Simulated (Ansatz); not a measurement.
# H on Cu(110): change of the work function

Wanted: Δφ(θ) for H/Cu(110), starting from the hollow site.

Program: Ansatz 0.2.0. Level of theory: plane-wave DFT, PBE, Ansatz PAW. Results are calculated unless marked as measured.

**1. The structure**

The cell holds 4 atoms: 4 Cu. Cell: a = 3.610 Å, b = 2.553 Å, c = 21.829 Å, α = 90.0°, β = 90.0°, γ = 90.0°. Vacuum lies along c.

**2. The clean slab**

The bare slab comes first, as the zero from which every change is counted. The two lowest layers are held at bulk places and the upper ones relax. The dipole correction removes the false field that a one-sided slab makes across the periodic vacuum, so each face gets a flat vacuum level of its own.

File input.yaml:

```yaml
crystal:
  lattice:
    - [3.61, 0.0, 0.0]
    - [0.0, 2.5526554801, 0.0]
    - [0.0, 0.0, 21.8289832201]
  atoms:
    - { symbol: Cu, position: [0.5, 0.5, 0.412295887] }
    - { symbol: Cu, position: [0.0, 0.0, 0.4707652957] }
    - { symbol: Cu, position: [0.5, 0.5, 0.5292347043] }
    - { symbol: Cu, position: [0.0, 0.0, 0.587704113] }
kpoints:
  mp_grid: { grid: [12, 12, 1] }
hamiltonian:
  xc: pbe
scf:
  occupations: { method: fermi_dirac, width: 0.1 }
  convergence: { dr2_threshold: 1.0e-08 }
efield:
  axis: 3
  dipole_correction: true
  ramp_position: 0.97
  ramp_width: 0.06
relax:
  f_tol: 0.02
  max_steps: 60
  constraints: [{ sites: [0, 1] }]
output:
  write_potential: true
  write_density: true
  volumetric_format: npy
```

Command:

```bash
> ansatz run input.yaml --threads 4 --pin off --max-ram 16384MiB --backend cpu --events-out ev --progress --plain --runs-dir out
```

Numbers of over 12 decimals in the logs are rounded to 6 here.

What it wrote:

```text
Engine: ansatz 0.2.0, x86_64-unknown-linux-gnu
Pseudopotentials: kind: paw
Pseudopotential: Cu, paw, valence charge 19, recommended cutoff 420 eV (normal), Cu.paw.azcp
Functional definition: PBE
  parameter kappa = 0.804
  parameter beta = 0.066725
  exchange = pbe_x(kappa = kappa, mu = beta*pi^2/3)
  correlation = pbe_c(beta = beta)
Crystal: 4 atoms, lattice volume = 201.156 Å³
Basis set: ecut = 420 eV, 3941 PW (Γ), exchange–correlation on 50×36×300 points (8 copies of the dense FFT grid, shifted against one another)
Bands: 46, of which v1, the nominal top of the filled ones, is band 38 counted from 1 (37 counted from 0)
Symmetry: 4 space group operations
k-points: 49 of 144
Non-local potential: Cu, projectors of the file, l = 0: 3, l = 1: 2, l = 2: 3, l = 3: 1
PAW form: soft (Blöchl's): semilocal exchange-correlation on the pseudo side does not see the compensation charge
PAW one-centre angular grid: Cu, 590 points (default); XC on 64 Gauss nodes
Initial density: superposition of atomic densities (neutral atoms: chi_scale 0, normalization atom), corrected by the library's trained network
Initial wavefunctions: pseudopotential atomic-orbital guess
Functional: x = pbe(κ = 0.804, μ = 0.219515), c = pbe(β = 0.066725)
SCF iter   1: F=—  HF=-26498.839620 eV  |F-HF|=—  |Δ(HF+E_count)|=         —  Δρ=1.83e-3  dr2=3.89e-2  ethr=1.77e-3  p=0.000 e·Å  D=1.65e-13 V/Å  ΔV_dip=-0.00 eV  dr2_dipole=1.81e-9  V_vac-E_F(+/−)=4.30/4.30 eV  ⟨swp⟩=8.6  Hψ=10023  notcnv=0  defer=21
efield: sawtooth ramp at fractional position 0.9700 (set: `efield.ramp_position`, or a place that a band, a saddle search or an elastic batch's reference lends), width 0.0600; the density the first Hamiltonian is built on has a dipole p = 0.000 e·Å; the dipole correction subtracts the counter field D = 1.65e-13 V/Å, which shifts the + side's vacuum level by -0.00 eV against the − side's; the planar-averaged density in the ramp window peaks in size at 2.8e-6 e/Å³
preconditioner: auto → LDOS  [metal: Δε(μ)=0.026 eV  Ē_g=7.341 eV  σ=0.100 eV  W_gap=0.07  n_scr=38 (ndim 8)  ℏωp=17.4 eV  f_vac=0.693  D(μ)=1.55/eV (n_scr^D=8)  β→1.0]
SCF iter   2: F=—  HF=-26498.849877 eV  |F-HF|=—  |Δ(HF+E_count)|=   1.03e-2  Δρ=4.30e-3  dr2=2.76e-2  ethr=5.11e-5  p=0.000 e·Å  D=3.39e-5 V/Å  ΔV_dip=-0.00 eV  dr2_dipole=5.64e-8  V_vac-E_F(+/−)=4.39/4.39 eV  ⟨swp⟩=2.1  Hψ=4075  notcnv=0  defer=70
SCF iter   3: F=—  HF=-26498.844261 eV  |F-HF|=—  |Δ(HF+E_count)|=   5.62e-3  Δρ=8.28e-4  dr2=2.23e-3  ethr=3.63e-5  p=0.000 e·Å  D=1.32e-5 V/Å  ΔV_dip=-0.00 eV  dr2_dipole=4.19e-9  V_vac-E_F(+/−)=4.39/4.39 eV  ⟨swp⟩=2.1  Hψ=2910  notcnv=0  defer=70
SCF iter   4: F=—  HF=-26498.844472 eV  |F-HF|=—  |Δ(HF+E_count)|=   2.11e-4  Δρ=7.03e-4  dr2=8.80e-4  ethr=2.94e-6  p=0.000 e·Å  D=1.59e-5 V/Å  ΔV_dip=-0.00 eV  dr2_dipole=8.08e-10  V_vac-E_F(+/−)=4.38/4.38 eV  ⟨swp⟩=2.0  Hψ=3327  notcnv=0  defer=70
SCF iter   5: F=—  HF=-26498.844453 eV  |F-HF|=—  |Δ(HF+E_count)|=   1.97e-5  Δρ=3.29e-4  dr2=1.36e-4  ethr=1.16e-6  p=0.000 e·Å  D=8.76e-6 V/Å  ΔV_dip=-0.00 eV  dr2_dipole=4.03e-9  V_vac-E_F(+/−)=4.40/4.40 eV  ⟨swp⟩=2.0  Hψ=3374  notcnv=0  defer=70
SCF iter   6: F=—  HF=-26498.844450 eV  |F-HF|=—  |Δ(HF+E_count)|=   2.59e-6  Δρ=1.60e-4  dr2=3.83e-5  ethr=1.79e-7  p=0.000 e·Å  D=8.05e-6 V/Å  ΔV_dip=-0.00 eV  dr2_dipole=3.93e-10  V_vac-E_F(+/−)=4.40/4.40 eV  ⟨swp⟩=2.0  Hψ=3189  notcnv=0  defer=70
SCF iter   7: F=—  HF=-26498.844453 eV  |F-HF|=—  |Δ(HF+E_count)|=   2.41e-6  Δρ=3.90e-5  dr2=3.52e-6  ethr=5.04e-8  p=0.000 e·Å  D=5.04e-6 V/Å  ΔV_dip=-0.00 eV  dr2_dipole=7.98e-10  V_vac-E_F(+/−)=4.40/4.40 eV  ⟨swp⟩=2.0  Hψ=3148  notcnv=0  defer=70
SCF iter   8: F=—  HF=-26498.844410 eV  |F-HF|=—  |Δ(HF+E_count)|=   4.30e-5  Δρ=2.98e-5  dr2=1.11e-6  ethr=4.63e-9  p=0.000 e·Å  D=4.46e-6 V/Å  ΔV_dip=-0.00 eV  dr2_dipole=1.50e-9  V_vac-E_F(+/−)=4.41/4.41 eV  ⟨swp⟩=2.1  Hψ=3319  notcnv=0  defer=70
SCF iter   9: F=—  HF=-26498.844409 eV  |F-HF|=—  |Δ(HF+E_count)|=   5.05e-7  Δρ=6.35e-6  dr2=4.67e-8  ethr=1.46e-9  p=0.000 e·Å  D=3.99e-8 V/Å  ΔV_dip=-0.00 eV  dr2_dipole=3.89e-10  V_vac-E_F(+/−)=4.41/4.41 eV  ⟨swp⟩=2.0  Hψ=3183  notcnv=0  defer=70
SCF iter  10: F=—  HF=-26498.844410 eV  |F-HF|=—  |Δ(HF+E_count)|=   6.08e-7  Δρ=7.30e-6  dr2=7.25e-8  ethr=1.32e-11  p=0.000 e·Å  D=1.52e-6 V/Å  ΔV_dip=-0.00 eV  dr2_dipole=1.44e-10  V_vac-E_F(+/−)=4.41/4.41 eV  ⟨swp⟩=9.8  Hψ=15598  notcnv=0
SCF iter  11: F=—  HF=-26498.844410 eV  |F-HF|=—  |Δ(HF+E_count)|=   3.24e-8  Δρ=4.37e-6  dr2=2.56e-8  ethr=6.14e-11  p=-0.000 e·Å  D=-3.89e-7 V/Å  ΔV_dip=0.00 eV  dr2_dipole=9.36e-11  V_vac-E_F(+/−)=4.41/4.41 eV  ⟨swp⟩=2.0  Hψ=3412  notcnv=0  defer=61
SCF iter  12: F=-26498.844410 eV  HF=-26498.844410 eV  |F-HF|=4.42e-9  |Δ(HF+E_count)|=   3.61e-8  Δρ=7.68e-7  dr2=8.87e-10  ethr=1.32e-11  p=0.000 e·Å  D=9.65e-8 V/Å  ΔV_dip=-0.00 eV  dr2_dipole=1.46e-12  V_vac-E_F(+/−)=4.41/4.41 eV  ⟨swp⟩=8.8  Hψ=13775  notcnv=0
SCF 1 converged in 12 iterations: F = -26498.844410 eV  dr2 = 8.87e-10
  greatest PAW one-centre occupation: 1.000 electrons in one spin orbital (limit 2), on the Cu atom at site 0 (counted from 0), in its partial waves of l = 0
relax step   1: F+E_penalty+E_count = -26498.84440968 eV  Δ(F+E_penalty+E_count) = +0.000e0 eV  max|allowed force component| = 4.337e-1 eV/Å  Δτ_max = 0.0000 Å  (12 SCF iters, accepted)
Initial density: handed on by an earlier stage of this run
Initial wavefunctions: those handed on with the density
iter 1 solved again at ethr=2.74e-6 eV; its pass at ethr=3.10e-3 eV (dr2=2.08e-3 eV) is discarded
SCF iter   1: F=—  HF=-26498.856497 eV  |F-HF|=—  |Δ(HF+E_count)|=         —  Δρ=1.47e-3  dr2=2.03e-3  ethr=2.74e-6  p=0.000 e·Å  D=2.87e-7 V/Å  ΔV_dip=-0.00 eV  dr2_dipole=7.89e-6  V_vac-E_F(+/−)=4.41/4.41 eV  ⟨swp⟩=2.4  Hψ=7328  notcnv=0  defer=69
efield: sawtooth ramp at fractional position 0.9700 (set: `efield.ramp_position`, or a place that a band, a saddle search or an elastic batch's reference lends), width 0.0600; the density the first Hamiltonian is built on has a dipole p = 0.000 e·Å; the dipole correction subtracts the counter field D = 2.87e-7 V/Å, which shifts the + side's vacuum level by -0.00 eV against the − side's; the planar-averaged density in the ramp window peaks in size at 3.4e-6 e/Å³
preconditioner: auto → LDOS  [metal: Δε(μ)=0.060 eV  Ē_g=7.457 eV  σ=0.100 eV  W_gap=0.15  n_scr=38 (ndim 8)  ℏωp=17.4 eV  f_vac=0.692  D(μ)=1.63/eV (n_scr^D=8)  β→1.0]
[...]
SCF iter   6: F=—  HF=-26498.855709 eV  |F-HF|=—  |Δ(HF+E_count)|=   6.73e-7  Δρ=1.18e-5  dr2=4.45e-7  ethr=1.14e-8  p=-0.000 e·Å  D=-4.32e-5 V/Å  ΔV_dip=0.00 eV  dr2_dipole=9.53e-8  V_vac-E_F(+/−)=4.42/4.41 eV  ⟨swp⟩=2.0  Hψ=3175  notcnv=0  defer=69
SCF iter   7: F=—  HF=-26498.855710 eV  |F-HF|=—  |Δ(HF+E_count)|=   8.11e-7  Δρ=1.42e-5  dr2=2.37e-7  ethr=5.86e-10  p=-0.000 e·Å  D=-2.57e-5 V/Å  ΔV_dip=0.00 eV  dr2_dipole=4.48e-10  V_vac-E_F(+/−)=4.41/4.41 eV  ⟨swp⟩=3.6  Hψ=4528  notcnv=0  defer=69
SCF iter   8: F=—  HF=-26498.855710 eV  |F-HF|=—  |Δ(HF+E_count)|=   6.52e-8  Δρ=3.90e-6  dr2=2.56e-8  ethr=3.11e-10  p=-0.000 e·Å  D=-1.95e-5 V/Å  ΔV_dip=0.00 eV  dr2_dipole=2.49e-11  V_vac-E_F(+/−)=4.41/4.41 eV  ⟨swp⟩=2.0  Hψ=3159  notcnv=0  defer=69
SCF iter   9: F=-26498.855710 eV  HF=-26498.855710 eV  |F-HF|=7.05e-9  |Δ(HF+E_count)|=   5.24e-8  Δρ=1.91e-6  dr2=7.75e-9  ethr=1.32e-11  p=-0.000 e·Å  D=-1.52e-5 V/Å  ΔV_dip=0.00 eV  dr2_dipole=1.50e-10  V_vac-E_F(+/−)=4.41/4.41 eV  ⟨swp⟩=9.0  Hψ=14761  notcnv=0
SCF 2 converged in 9 iterations: F = -26498.855710 eV  dr2 = 7.75e-9
relax step   2: F+E_penalty+E_count = -26498.85571010 eV  Δ(F+E_penalty+E_count) = -1.130e-2 eV  max|allowed force component| = 3.031e-1 eV/Å  Δτ_max = 0.0205 Å  (9 SCF iters, accepted)
SCF iter   1: F=—  HF=-26498.870321 eV  |F-HF|=—  |Δ(HF+E_count)|=         —  Δρ=3.28e-3  dr2=1.04e-2  ethr=1.38e-4  p=-0.000 e·Å  D=-1.53e-5 V/Å  ΔV_dip=0.00 eV  dr2_dipole=6.45e-5  V_vac-E_F(+/−)=4.42/4.42 eV  ⟨swp⟩=4.6  Hψ=5913  notcnv=0  defer=69
efield: sawtooth ramp at fractional position 0.9700 (set: `efield.ramp_position`, or a place that a band, a saddle search or an elastic batch's reference lends), width 0.0600; the density the first Hamiltonian is built on has a dipole p = -0.000 e·Å; the dipole correction subtracts the counter field D = -1.53e-5 V/Å, which shifts the + side's vacuum level by +0.00 eV against the − side's; the planar-averaged density in the ramp window peaks in size at 5.0e-6 e/Å³
preconditioner: auto → LDOS  [metal: Δε(μ)=0.062 eV  Ē_g=7.466 eV  σ=0.100 eV  W_gap=0.15  n_scr=38 (ndim 8)  ℏωp=17.4 eV  f_vac=0.693  D(μ)=1.60/eV (n_scr^D=8)  β→1.0]
SCF iter   2: F=—  HF=-26498.867864 eV  |F-HF|=—  |Δ(HF+E_count)|=   2.46e-3  Δρ=2.53e-3  dr2=9.92e-3  ethr=1.36e-5  p=-0.001 e·Å  D=-6.25e-4 V/Å  ΔV_dip=0.01 eV  dr2_dipole=2.97e-4  V_vac-E_F(+/−)=4.46/4.44 eV  ⟨swp⟩=2.0  Hψ=4766  notcnv=0  defer=67
SCF iter   3: F=—  HF=-26498.868115 eV  |F-HF|=—  |Δ(HF+E_count)|=   2.51e-4  Δρ=2.95e-3  dr2=1.06e-2  ethr=1.31e-5  p=0.001 e·Å  D=4.83e-4 V/Å  ΔV_dip=-0.01 eV  dr2_dipole=3.95e-5  V_vac-E_F(+/−)=4.42/4.43 eV  ⟨swp⟩=2.0  Hψ=4201  notcnv=0  defer=67
SCF iter   4: F=—  HF=-26498.866906 eV  |F-HF|=—  |Δ(HF+E_count)|=   1.21e-3  Δρ=1.88e-3  dr2=4.37e-3  ethr=1.31e-5  p=0.000 e·Å  D=2.41e-4 V/Å  ΔV_dip=-0.01 eV  dr2_dipole=1.68e-5  V_vac-E_F(+/−)=4.42/4.43 eV  ⟨swp⟩=1.0  Hψ=2189  notcnv=0  defer=67
SCF iter   5: F=—  HF=-26498.866148 eV  |F-HF|=—  |Δ(HF+E_count)|=   7.58e-4  Δρ=4.79e-4  dr2=2.67e-4  ethr=5.75e-6  p=-0.000 e·Å  D=-1.94e-4 V/Å  ΔV_dip=0.00 eV  dr2_dipole=4.24e-7  V_vac-E_F(+/−)=4.43/4.43 eV  ⟨swp⟩=2.0  Hψ=3232  notcnv=0  defer=67
SCF iter   6: F=—  HF=-26498.866083 eV  |F-HF|=—  |Δ(HF+E_count)|=   6.47e-5  Δρ=6.53e-5  dr2=7.23e-6  ethr=3.51e-7  p=-0.000 e·Å  D=-2.68e-4 V/Å  ΔV_dip=0.01 eV  dr2_dipole=2.92e-7  V_vac-E_F(+/−)=4.43/4.43 eV  ⟨swp⟩=2.0  Hψ=3246  notcnv=0  defer=67
SCF iter   7: F=—  HF=-26498.866019 eV  |F-HF|=—  |Δ(HF+E_count)|=   6.40e-5  Δρ=3.49e-5  dr2=2.80e-6  ethr=9.52e-9  p=-0.000 e·Å  D=-3.00e-4 V/Å  ΔV_dip=0.01 eV  dr2_dipole=3.05e-7  V_vac-E_F(+/−)=4.43/4.43 eV  ⟨swp⟩=2.0  Hψ=3994  notcnv=0  defer=67
SCF iter   8: F=—  HF=-26498.866020 eV  |F-HF|=—  |Δ(HF+E_count)|=   3.36e-7  Δρ=3.28e-5  dr2=1.56e-6  ethr=3.69e-9  p=-0.000 e·Å  D=-3.00e-4 V/Å  ΔV_dip=0.01 eV  dr2_dipole=7.27e-8  V_vac-E_F(+/−)=4.43/4.43 eV  ⟨swp⟩=2.0  Hψ=3106  notcnv=0  defer=67
SCF iter   9: F=—  HF=-26498.866020 eV  |F-HF|=—  |Δ(HF+E_count)|=   3.68e-8  Δρ=5.54e-6  dr2=1.37e-7  ethr=2.06e-9  p=-0.000 e·Å  D=-3.03e-4 V/Å  ΔV_dip=0.01 eV  dr2_dipole=2.28e-8  V_vac-E_F(+/−)=4.43/4.43 eV  ⟨swp⟩=2.0  Hψ=3039  notcnv=0  defer=67
SCF iter  10: F=-26498.866020 eV  HF=-26498.866020 eV  |F-HF|=6.28e-8  |Δ(HF+E_count)|=   1.36e-7  Δρ=1.68e-6  dr2=5.92e-9  ethr=1.32e-11  p=-0.000 e·Å  D=-3.04e-4 V/Å  ΔV_dip=0.01 eV  dr2_dipole=2.61e-10  V_vac-E_F(+/−)=4.43/4.43 eV  ⟨swp⟩=7.9  Hψ=15787  notcnv=0
SCF 3 converged in 10 iterations: F = -26498.866020 eV  dr2 = 5.92e-9
relax step   3: F+E_penalty+E_count = -26498.86601991 eV  Δ(F+E_penalty+E_count) = -1.031e-2 eV  max|allowed force component| = 6.178e-3 eV/Å  Δτ_max = 0.0556 Å  (10 SCF iters, accepted)
NSCF: frozen V_eff on 49 k-points
the search or the solves at the SCF's close seem to have found levels that the self-consistency loop had missed (the run counts 1). By its estimate they hold under 1e-12 electrons; where the run keeps them, the occupations were computed again with them
WARN: The input density's exchange-correlation potential varies sharply where the density is thin. Do not read a vacuum level from v_tot or v_xc, or from such a field of the output density. On a cell that repeats whose density bears no net charge and no dipole along the vacuum's axis use v_es (v_loc + v_h of the components); under efield.dipole_correction with no amplitude use v_es + v_field, which holds any external [...]
SCF converged after 10 iterations
Free energy (F): -26498.866020 eV
Harris-Foulkes:  -26498.866020 eV  (|F-HF|=6.28e-8)
Internal energy: -26498.813342 eV  (E = F + TS)
E sigma→0 (E₀):  -26498.839681 eV
Entropy (-TS):   -0.052678 eV (-13.170 meV/atom)
Fermi energy:    0.599702 eV
Dipole field:    D = -0.000325 V/Å  (p = -0.000362 e·Å, saw-weighted, corrected)
Work function:   Φ+ = 4.4340 eV   Φ− = 4.4269 eV
Levels:          The Fermi level and band energies are counted from a zero that moves with the ramp; work functions are not
--- Per-component energies (eV) ---
  E_band       = -2645.086871
  E_kinetic    = 1197.356169
  E_local      = -139158.539017  (includes V_loc(G=0)·N_el)
  E_nonlocal   = 1570.109889
  E_hartree    = 68014.072976
  E_xc         = -353.452587
  E_vxc        = -455.672865  (∫ρ·V_xc dr)
  E_paw        = -6661.783575  (= ΣΔE_a)
  E_vpaw       = -1826.478685  (= ΣTr[D̂ρ^β])
  E_aug_tail   = 0.001113  (compensation charges beyond the density's cutoff)
  E_efield     = 0.000000  (sawtooth field / dipole correction)
  E_vefield    = 0.000260  (∫n·V_field dr)
  E_ewald      = 48893.421690
  E_smearing   = -0.052678  (= −TS)
  E_closure    = 0.000000  (closes the sum)
  Σ components = -26498.866020   (vs F -26498.866020, Δ=0.00e0)
--- Forces (eV/Å), atoms counted from 1 ---
  atom   1  Cu     0.00000000     0.00000000     0.39489464
  atom   2  Cu     0.00000000     0.00000000    -0.39547075
  atom   3  Cu     0.00000000     0.00000000     0.00617842
  atom   4  Cu     0.00000000     0.00000000    -0.00556446
  max |Σ_I F_I| component: 3.79e-5 eV/Å
--- Band table (eV; the first three rows and the last of 49) ---
  k-point 0: bands = [... 34 lower, -1.1118, -0.9747, -0.9585, -0.7847, -0.0266, 2.7061, 3.7012, 4.5938, ... 4 higher]
  k-point 1: bands = [... 34 lower, -1.0342, -1.0075, -0.8924, -0.8681, 0.1231, 2.8767, 4.0118, 4.7516, ... 4 higher]
  k-point 2: bands = [... 34 lower, -1.0976, -1.0026, -0.9500, -0.8175, 0.5503, 3.3665, 4.8493, 5.2218, ... 4 higher]
  k-point 48: bands = [... 34 lower, -0.8274, -0.7855, 1.2466, 1.2826, 4.3491, 4.4451, 4.8089, 4.8495, ... 4 higher]
--- Relaxed structure (3 steps of the walk, 3 accepted, 0 SCFs on fresh bases) ---
  F+E_penalty+E_count = -26498.86601991 eV   max|allowed force component| = 6.178e-3 eV/Å
  atoms:
    - { symbol: Cu, position: [0.5, 0.5, 0.412296] }
    - { symbol: Cu, position: [0.0, 0.0, 0.4707652957] }
    - { symbol: Cu, position: [0.5, 0.5, 0.532718] }
    - { symbol: Cu, position: [0.0, 0.0, 0.586149] }
```

Wall time 48 s (4 threads of Intel Xeon Platinum 8259CL at 2.50GHz (Skylake/Cascade Lake), shared host); peak memory 0.76 GiB.

Step by step:

```tsv
step	energy less that of the first step (eV)	largest force component (eV/Å)
1	0.0000	0.4337
2	-0.0113	0.3031
3	-0.0216	0.0062
```

The run keeps the 4 symmetry operations that it works with, so distortions that break them were not tested.

The atoms that moved most (Å):

```tsv
atom	dx	dy	dz	length
Cu3	0.000	0.000	0.076	0.076
Cu4	0.000	0.000	-0.034	0.034
```

Final coordinates:

```xyz
4
Lattice="3.6100 0.0000 0.0000 0.0000 2.5527 0.0000 0.0000 0.0000 21.8290" Properties=species:S:1:pos:R:3
Cu    1.8050    1.2763    9.0000
Cu    0.0000    0.0000   10.2763
Cu    1.8050    1.2763   11.6287
Cu    0.0000    0.0000   12.7950
```

Numbers from this step:

| Quantity | Value |
| --- | --- |
| energy at zero smearing | -26498.8397 eV |
| work function, upper face | 4.434 eV |
| dipole along the normal | -3.62e-4 e·Å |

Running mean over 1.276 Å of the planar mean; the ramp of the sawtooth is left out. Table of electron's electrostatic potential energy less the Fermi level by z:

```tsv
z (Å)	electron's electrostatic potential energy less the Fermi level (eV)
2.91	4.43
3.35	4.43
3.78	4.43
4.22	4.43
4.66	4.43
5.09	4.42
5.53	4.42
5.97	4.41
6.40	4.37
6.84	4.26
7.28	3.93
7.71	2.84
8.15	-0.361
8.59	-4.66
9.02	-7.63
9.46	-8.48
9.90	-8.65
10.33	-8.48
10.77	-8.18
11.06	-8.21
11.50	-8.77
11.93	-9.61
12.37	-9.54
12.81	-8.07
13.24	-4.48
13.68	-0.0706
14.12	2.99
14.55	3.97
14.99	4.27
15.43	4.38
15.86	4.41
16.30	4.43
16.74	4.43
17.17	4.43
17.61	4.43
18.05	4.43
18.48	4.43
18.92	4.43
```

The relaxation took 3 steps and lowered the energy by 0.022 eV; the largest force on the free atoms ends at 0.0062 eV/Å.

The work function of the upper face is 4.43 eV.

[end of part 1 of 4]

[Logs are printed without paths, hosts, clocks, repeated set-up lines and the standing remarks that a program may print on its own settings, such as how far it seeks lower states.]

[Hosts, paths, dates, database ids (printed as entryN), source tags and the programs' standing remarks are cut or masked in the printed files.]

[Maps of the electrostatic potential energy from Ansatz leave out the sawtooth potential of an applied field or a dipole correction, so their vacuum need not be flat; planar profiles and work functions include it.]
